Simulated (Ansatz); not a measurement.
# Changed inputs in constrained RPA: RbVF3 (Pm-3m), part 2 of 2

Wanted: the sensitivity and cost of U and J for RbVF3 (Pm-3m).

Ansatz 0.2.0; constrained RPA on LDA, plane waves, PAW.

So far. Step 6 (Changed: accuracy high): On the V t2g shell, screening brings the on-site interaction from 17.6 eV down to U = 6.48 eV. Step 7 (Changed: volume +3 %): On the V t2g shell, screening brings the on-site interaction from 17.7 eV down to U = 6.49 eV.

## (8) Changed: volume -6 %

The cell differs from the one that the last finished run ended in (a 4.223 → 4.097 Å, b 4.223 → 4.097 Å, c 4.223 → 4.097 Å).

Input file input.yaml:

```yaml
crystal:
  lattice:
    - [0.0, 0.0, -4.0966291066]
    - [0.0, -4.0966291066, 0.0]
    - [-4.0966291066, 0.0, 0.0]
  atoms:
    - { symbol: Rb, position: [0.0, 0.0, 0.0] }
    - { symbol: V, position: [0.5, 0.5, 0.5] }
    - { symbol: F, position: [0.5, 0.5, 0.0] }
    - { symbol: F, position: [0.0, 0.5, 0.5] }
    - { symbol: F, position: [0.5, 0.0, 0.5] }
kpoints:
  mp_grid: { grid: [8, 8, 8] }
hamiltonian:
  xc: lda
scf:
  occupations: { method: gaussian, width: 0.08 }
  n_extra_bands: 19
  max_iter: 150
output:
  crpa:
    kmesh: [4, 4, 4]
    target_bands: [v2, c1]
    projections: [{ species: V, l: d, shell: 3, orbitals: [dxz, dyz, dxy] }]
  local_orbitals:
    kmesh: [8, 8, 8]
    orbitals: [{ species: V, l: d, shell: 3, orbitals: [dxz, dyz, dxy] }]
    window: { bands: [v2, c1] }
    seedname: lo
```

The run is started by

```
> ansatz run input.yaml --threads 4 --pin off --max-ram 9216MiB --backend cpu --events-out ev --progress --plain --runs-dir out
```

Numbers of over 12 decimals in the logs are rounded to 6 here.

The log of the run:

```text
[...]
Crystal: 5 atoms, lattice volume = 68.751 Å³
Basis set: ecut = 420 eV, 1357 PW (Γ)
Bands: 41, of which v1, the nominal top of the filled ones, is band 22 counted from 1 (21 counted from 0)
Symmetry: 48 space group operations
[...]
k-points: 35 of 512
[...]
k-point 34: bands = [... 18 lower, 3.5248, 3.5248, 10.9507, 10.9507, 10.9507, 13.0417, 13.0417, 13.9687, ... 15 higher]
[...]
χ-basis size per q: N_G = 232..280
[...]
Site 1, 3D, 3 of 5 d orbitals (Wannier functions 1, 2, 3; wannier90's mr 2, 3, 5):
      screened: U = 6.4349 eV, U' = 5.4349 eV, J = 0.4732 eV
      screened, to within: U = 5.2e-3 eV, U' = 5.2e-3 eV, J = 6.0e-4 eV
      bare: V = 17.5261 eV, V' = 16.2430 eV, J = 0.6401 eV
[...]
[key lines of the parts left out:]
SCF converged after 8 iterations
Free energy (F): -8416.024239 eV
Fermi energy:    10.379709 eV
```

It took 47 s on 4 threads of Arm Neoverse V1, shared host; peak memory 0.56 GiB.

Numbers from this step:

| Item | Value |
| --- | --- |
| U | 6.435 eV |
| U prime (inter-orbital) | 5.435 eV |
| J | 0.4732 eV |
| bare V | 17.53 eV |
| bare J | 0.6401 eV |
| stated bound on U | 0.005141 eV |
| U over bare V | 0.3672 |
| electrons in the window | 3.000 |
| head of the constrained inverse dielectric matrix | 0.3651 |
| least eigenvalue of the projection's overlap | 0.8858 |
| target functions | 3 |
| bands in the sums | 46 |
| r.m.s. miss of the model bands | 3.55e-5 eV |
| width of the target bands | 1.310 eV |
| weight of the projected orbitals in the window | 0.9295 |

On the V t2g shell, screening brings the on-site interaction from 17.5 eV down to U = 6.43 eV.

## (9) Changed: potentials

Input file input.yaml:

```yaml
crystal:
  lattice:
    - [0.0, 0.0, -4.182]
    - [0.0, -4.182, 0.0]
    - [-4.182, 0.0, 0.0]
  atoms:
    - { symbol: Rb, position: [0.0, 0.0, 0.0] }
    - { symbol: V, position: [0.5, 0.5, 0.5] }
    - { symbol: F, position: [0.5, 0.5, 0.0] }
    - { symbol: F, position: [0.0, 0.5, 0.5] }
    - { symbol: F, position: [0.5, 0.0, 0.5] }
kpoints:
  mp_grid: { grid: [8, 8, 8] }
hamiltonian:
  xc: lda
  pseudopotentials: { kind: paw, source: ansatz }
scf:
  occupations: { method: gaussian, width: 0.08 }
  n_extra_bands: 19
  max_iter: 150
output:
  crpa:
    kmesh: [4, 4, 4]
    target_bands: [v2, c1]
    projections: [{ species: V, l: d, shell: 3, orbitals: [dxz, dyz, dxy] }]
```

The log of the run:

```text
[...]
Crystal: 5 atoms, lattice volume = 73.140 Å³
Basis set: ecut = 1050 eV, 5695 PW (Γ)
Bands: 41, of which v1, the nominal top of the filled ones, is band 22 counted from 1 (21 counted from 0)
Symmetry: 48 space group operations
[...]
k-points: 35 of 512
[...]
k-point 34: bands = [... 18 lower, 2.8786, 2.8786, 9.9298, 9.9298, 9.9298, 11.8243, 11.8243, 13.0345, ... 15 higher]
[...]
χ-basis size per q: N_G = 251..280
[...]
Site 1, 3D, 3 of 5 d orbitals (Wannier functions 1, 2, 3; wannier90's mr 2, 3, 5):
      screened: U = 6.4661 eV, U' = 5.4600 eV, J = 0.4717 eV
      screened, to within: U = 5.2e-3 eV, U' = 5.2e-3 eV, J = 6.1e-4 eV
      bare: V = 17.6067 eV, V' = 16.3151 eV, J = 0.6443 eV
[...]
[key lines of the parts left out:]
SCF converged after 11 iterations
Free energy (F): -8421.351666 eV
Fermi energy:    9.425655 eV
```

Wall time 3.1 min (4 threads); peak memory 1.1 GiB.

Numbers from this step:

* U: 6.466 eV
* U prime (inter-orbital): 5.460 eV
* J: 0.4717 eV
* bare V: 17.61 eV
* bare J: 0.6443 eV
* stated bound on U: 0.005136 eV
* U over bare V: 0.3673
* electrons in the window: 3.000
* head of the constrained inverse dielectric matrix: 0.3681
* least eigenvalue of the projection's overlap: 0.8923
* target functions: 3
* bands in the sums: 46
* width of the target bands: 1.149 eV
* weight of the projected orbitals in the window: 0.9348

On the V t2g shell, screening brings the on-site interaction from 17.6 eV down to U = 6.47 eV.

## (10) Side by side

Times are wall times on 4 threads of Arm Neoverse V1, shared host, good to a factor of about two.

| run | bare V (eV) | U (eV) | J (eV) | bound on U (eV) | width (eV) | time |
| --- | --- | --- | --- | --- | --- | --- |
| target window | 17.61 | 6.475 | 0.474 | 0.0051 | 1.15 | 50 s |
| 6×6×6 mesh | 17.60 | 6.489 | 0.474 | 0.0051 | 1.15 | 4.8 min |
| 2×2×2 mesh | 17.82 | 6.861 | 0.474 | 0.0060 | 1.15 | 7.5 s |
| smooth pair densities | 17.61 | 6.502 | 0.487 | 0.0019 | 1.15 | 44 s |
| accuracy high | 17.61 | 6.476 | 0.474 | 0.0008 | 1.15 | 58 s |
| volume +3 % | 17.65 | 6.490 | 0.474 | 0.0051 | 1.08 | 50 s |
| volume -6 % | 17.53 | 6.435 | 0.473 | 0.0051 | 1.31 | 47 s |
| potentials | 17.61 | 6.466 | 0.472 | 0.0051 | 1.15 | 3.1 min |

## (11) Summary of results

| Quantity | Value |
| --- | --- |
| target window | U 6.48 eV, J 0.47 eV |
| 6×6×6 mesh | U 6.49 eV, J 0.47 eV |
| 2×2×2 mesh | U 6.86 eV, J 0.47 eV |
| smooth pair densities | U 6.50 eV, J 0.49 eV |
| accuracy high | U 6.48 eV, J 0.47 eV |
| volume +3 % | U 6.49 eV, J 0.47 eV |
| volume -6 % | U 6.43 eV, J 0.47 eV |
| potentials | U 6.47 eV, J 0.47 eV |

6×6×6 mesh moves U by +0.01 eV at 5.8 times the time. 2×2×2 mesh moves U by +0.39 eV at 0.15 times the time. Smooth pair densities moves U by +0.03 eV. Accuracy high moves U by +0.0003 eV (within the solver's bounds, for the mean over orbitals). Volume +3 % moves U by +0.01 eV. Volume -6 % moves U by −0.04 eV. Potentials moves U by −0.01 eV (within the solver's bounds, for the mean over orbitals) at 3.7 times the time. The printed bound covers the solver alone, not the mesh. The parent state is non-magnetic and the interaction static (zero frequency); U depends on the window and the orbitals, so it belongs to this model alone.

[Paths, hosts, dates, memory and timing lines, banners, echoed tables and standing remarks are left out of the program output.]

[Logs are printed without paths, hosts, clocks, repeated set-up lines and the standing remarks that a program may print on its own settings, such as how far it seeks lower states.]

[Runs of the session that timed out or met a known fault of the program may be left out.]

[Hosts, paths, dates, database ids (printed as entryN), source tags and the programs' standing remarks are cut or masked in the printed files.]
